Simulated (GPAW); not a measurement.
# Ga2AsP (R3m): one start, several treatments of the self-energy

Wanted: the gap of Ga2AsP (R3m) under several approximations, with cost.

Calculated with GPAW 26.7.0; LDA and many-body steps on it, plane waves.

Most raw output is cut from this account.

**1. The starting structure**

It takes space group R3m (No. 160, trigonal). Conventional cell: a = 3.930 Å, b = 3.930 Å, c = 19.252 Å, α = 90.00°, β = 90.00°, γ = 120.00°. Nearest to Ga lie 3 P at 2.39 Å and 1 As at 2.45 Å. Nearest to Ga lie 1 P at 2.36 Å and 3 As at 2.42 Å. Nearest to P lie 4 Ga at 2.36 to 2.39 Å. Nearest to As lie 4 Ga at 2.42 to 2.45 Å. Farther neighbours are not listed.

As a file:

```xyz
4
Lattice="1.9651 1.1346 6.4173 -1.9651 1.1346 6.4173 0.0000 -2.2691 6.4173" Properties=species:S:1:pos:R:3 pbc="T T T"
Ga    0.0000    0.0000   19.2047
Ga    0.0000    0.0000    9.6739
P     0.0000    0.0000   12.0324
As    0.0000    0.0000    2.4052
```

The cell and positions are those that the Materials Project relaxed with its own functionals (PBE, PBE+U or r2SCAN), kept fixed.

**2. Empty states on the mesh, 4×4×4 mesh, 204 bands**

This step: GPAW 26.7.0; DFT, LDA, plane waves, PAW.

The sums over transitions need many empty states on a uniform mesh; this step solves for them.

Contents of run.py:

```python
import json
import numpy as np
from gpaw.mpi import world
from gpaw import GPAW

calc = GPAW('gs.gpw').fixed_density(kpts={'size': (4, 4, 4), 'gamma': True},
    parallel={'domain': 1, 'band': 1},
    txt='nscf.txt')
calc.diagonalize_full_hamiltonian(nbands=204)
calc.write('full.gpw', mode='all')
res = {}
kpts = calc.get_ibz_k_points()
res['kpts'] = kpts
res['eigenvalues'] = [calc.get_eigenvalues(kpt=k) for k in range(len(kpts))]
res['n_electrons'] = calc.get_number_of_electrons()

if world.rank == 0:
    with open('result.json', 'w') as f:
        json.dump(res, f, default=lambda x: x.tolist())
```

Command:

```
> mpirun -n 4 gpaw python run.py
```

It took 33 s on 4 MPI ranks of Arm Neoverse V2, shared host; peak memory 2 GiB.

This step gave:

```
gap                                                           : 0.8630 eV
k of the valence top                                          : 0, 0, 0
k of the conduction bottom                                    : 0, 0, 0
least direct gap                                              : 0.8630 eV
k points computed                                             : 13
lowest point of the top converged band, above the valence top : 90.1694 eV
```

On this mesh the gap is 0.863 eV.

**3. G0W0, Godby-Needs plasmon pole**

G0W0 replaces the xc potential by the self-energy, built once from these orbitals. Only a window of levels is corrected, while the sums run over the empty bands that the input names.

This step: G0W0 on LDA, plane waves, PAW.

Contents of run.py:

```python
import json
import numpy as np
from gpaw.mpi import world
from gpaw.response.g0w0 import G0W0

gw = G0W0('full.gpw',
    filename='gw',
    kpts=[0],
    bands=(6, 10),
    ecut=60,
    nbands=90,
    integrate_gamma='WS',
    ppa=True)
gw.calculate()
res = {mode: {k: v for k, v in r.items() if k != 'sigma_eskwn'}
       for mode, r in gw.all_results.items()}

if world.rank == 0:
    with open('result.json', 'w') as f:
        json.dump(res, f, default=lambda x: x.tolist())
```

Command:

```
> mpirun -n 4 gpaw python run.py
```

It took 69 s on 4 MPI ranks; peak memory 1.5 GiB; 4.6 min of CPU time.

This step gave:

| Property | Result |
| --- | --- |
| G0W0 gap on the points computed | 1.933 eV |
| least direct G0W0 gap on the computed points | 1.933 eV |
| Z at the valence top | 0.7857 |
| Z at the conduction bottom | 0.7907 |
| starting gap on the mesh | 0.8630 eV |
| k of the valence top | 0, 0, 0 |
| k of the conduction bottom | 0, 0, 0 |

The gap on the mesh goes from 0.86 eV to 1.93 eV, a correction of +1.07 eV.

**4. One-shot HSE06**

This step: one-shot HSE06 levels on LDA orbitals, plane waves, PAW.

Contents of run.py:

```python
import json
import numpy as np
from gpaw.mpi import world
from gpaw.hybrids.eigenvalues import non_self_consistent_eigenvalues

dft, vxc, vxc_hyb = non_self_consistent_eigenvalues('full.gpw', 'HSE06', 6, 10, kpt_indices=[0])
res = {'dft': dft[0], 'hybrid': (dft - vxc + vxc_hyb)[0]}
if world.rank == 0:
    with open('hybrid.txt', 'w') as f:
        for k, e0, e1 in zip([0], res['dft'], res['hybrid']):
            print(k, ' '.join(f'{x:9.4f}' for x in e0), '|', ' '.join(f'{x:9.4f}' for x in e1), file=f)

if world.rank == 0:
    with open('result.json', 'w') as f:
        json.dump(res, f, default=lambda x: x.tolist())
```

Command:

```
> mpirun -n 4 gpaw python run.py
```

It took 3.2 s on 4 MPI ranks; peak memory 1 GiB.

This step gave:

```yaml
starting_gap_on_the_mesh: 0.8630 eV
hybrid_gap_on_the_mesh: 1.780 eV
least_direct_hybrid_gap_on_the_computed_points: 1.780 eV
```

**5. G0W0, extrapolated in the cutoff**

This step: G0W0 on LDA, plane waves, PAW.

Contents of run.py:

```python
import json
import numpy as np
from gpaw.mpi import world
from gpaw.response.g0w0 import G0W0

gw = G0W0('full.gpw',
    filename='gw',
    kpts=[0],
    bands=(6, 10),
    ecut=100.0,
    integrate_gamma='WS',
    ppa=True,
    ecut_extrapolation=True)
gw.calculate()
res = {mode: {k: v for k, v in r.items() if k != 'sigma_eskwn'}
       for mode, r in gw.all_results.items()}

if world.rank == 0:
    with open('result.json', 'w') as f:
        json.dump(res, f, default=lambda x: x.tolist())
```

Command:

```
> mpirun -n 4 gpaw python run.py
```

Wall time 3.6 min (4 MPI ranks); peak memory 2.1 GiB; 15 min of CPU time.

This step gave:

* quasiparticle gap on the points computed: 2.033 eV
* least direct quasiparticle gap on the computed points: 2.033 eV
* Z at the valence top: 0.7796
* Z at the conduction bottom: 0.7857
* starting gap on the mesh: 0.8630 eV
* k of the valence top: 0, 0, 0
* k of the conduction bottom: 0, 0, 0
* gaps at the cutoffs of the extrapolation: 1.976, 1.982, 1.987 eV

Against G0W0 in GPAW (4×4×4 mesh, 90 bands, screening to 60 eV, Godby-Needs plasmon pole), the gap moves by +0.100 eV.

**6. One-shot PBE0**

This step: one-shot PBE0 levels on LDA orbitals, plane waves, PAW.

Contents of run.py:

```python
import json
import numpy as np
from gpaw.mpi import world
from gpaw.hybrids.eigenvalues import non_self_consistent_eigenvalues

dft, vxc, vxc_hyb = non_self_consistent_eigenvalues('full.gpw', 'PBE0', 6, 10, kpt_indices=[0])
res = {'dft': dft[0], 'hybrid': (dft - vxc + vxc_hyb)[0]}
if world.rank == 0:
    with open('hybrid.txt', 'w') as f:
        for k, e0, e1 in zip([0], res['dft'], res['hybrid']):
            print(k, ' '.join(f'{x:9.4f}' for x in e0), '|', ' '.join(f'{x:9.4f}' for x in e1), file=f)

if world.rank == 0:
    with open('result.json', 'w') as f:
        json.dump(res, f, default=lambda x: x.tolist())
```

Command:

```
> mpirun -n 4 gpaw python run.py
```

Elapsed: 3.2 s, on 4 MPI ranks; peak memory 0.85 GiB; 12 s of CPU time.

This step gave:

```yaml
starting_gap_on_the_mesh: 0.8630 eV
hybrid_gap_on_the_mesh: 2.468 eV
least_direct_hybrid_gap_on_the_computed_points: 2.468 eV
```

**7. G0W0, full frequency, Hilbert transform**

This step: G0W0 on LDA, plane waves, PAW.

Contents of run.py:

```python
import json
import numpy as np
from gpaw.mpi import world
from gpaw.response.g0w0 import G0W0

gw = G0W0('full.gpw',
    filename='gw',
    kpts=[0],
    bands=(6, 10),
    ecut=60,
    nbands=90,
    integrate_gamma='WS',
    frequencies={'type': 'nonlinear', 'domega0': 0.1, 'omega2': 15.0},
    eta=0.1,
    nblocksmax=True)
gw.calculate()
res = {mode: {k: v for k, v in r.items() if k != 'sigma_eskwn'}
       for mode, r in gw.all_results.items()}

if world.rank == 0:
    with open('result.json', 'w') as f:
        json.dump(res, f, default=lambda x: x.tolist())
```

Command:

```
> mpirun -n 4 gpaw python run.py
```

Elapsed: 85 s, on 4 MPI ranks; peak memory 1.7 GiB; 5.6 min of CPU time.

This step gave:

* G0W0 gap on the points computed: 1.921 eV
* least direct G0W0 gap on the computed points: 1.921 eV
* starting gap on the mesh: 0.8630 eV
* k of the valence top: 0, 0, 0
* k of the conduction bottom: 0, 0, 0

Against G0W0 in GPAW (4×4×4 mesh, 90 bands, screening to 60 eV, Godby-Needs plasmon pole), the gap moves by −0.012 eV.

**8. The runs together**

Times are wall times on 4 MPI ranks of Arm Neoverse V2, shared host, good to a factor of about two.

```csv
run,mesh,bands,screening cutoff (eV),DFT gap (eV),gap on the mesh (eV),direct (eV),time
"G0W0, Godby-Needs plasmon pole",4×4×4,90,60,0.863,1.933,1.933,69 s
one-shot HSE06,4×4×4,-,-,0.863,1.780,1.780,3.2 s
"G0W0, extrapolated in the cutoff",4×4×4,-,100,0.863,2.033,2.033,3.6 min
one-shot PBE0,4×4×4,-,-,0.863,2.468,2.468,3.2 s
"G0W0, full frequency, Hilbert transform",4×4×4,90,60,0.863,1.921,1.921,85 s
```

**9. Results**

```
G0W0, Godby-Needs plasmon pole          : 1.933 eV
one-shot HSE06                          : 1.780 eV
G0W0, extrapolated in the cutoff        : 2.033 eV
one-shot PBE0                           : 2.468 eV
G0W0, full frequency, Hilbert transform : 1.921 eV
known limits                            : not at the basis limit; no spin-orbit coupling
```

One-shot HSE06: −0.154 eV against G0W0, Godby-Needs plasmon pole. G0W0, extrapolated in the cutoff: +0.100 eV against G0W0, Godby-Needs plasmon pole, at other bands or cutoff, so not like for like. One-shot PBE0: +0.534 eV against G0W0, Godby-Needs plasmon pole. G0W0, full frequency, Hilbert transform: −0.012 eV against G0W0, Godby-Needs plasmon pole. One-shot hybrid levels are evaluated on the LDA orbitals. Bands and cutoff are finite, so the gap is not at the basis limit. The miss can reach some tenths of an eV and take either sign; the mesh is an error of its own. These stock PAW sets were not made for GW; the filled d or f shell of As and Ga lies in the frozen core, which bears on start and correction. In the G0W0 runs levels were corrected at 1 k point alone, so a gap called «on the mesh» is the least over those, and an edge elsewhere would be missed. The many-body steps are scalar-relativistic: spin-orbit coupling is not in them.

[Paths, hosts, dates, memory and timing lines, banners, echoed tables and standing remarks are left out of the program output.]

[Logs are printed without paths, hosts, clocks, repeated set-up lines and the standing remarks that a program may print on its own settings, such as how far it seeks lower states.]

[Runs of the session that timed out or met a known fault of the program may be left out.]

[Hosts, paths, dates, database ids (printed as entryN), source tags and the programs' standing remarks are cut or masked in the printed files.]
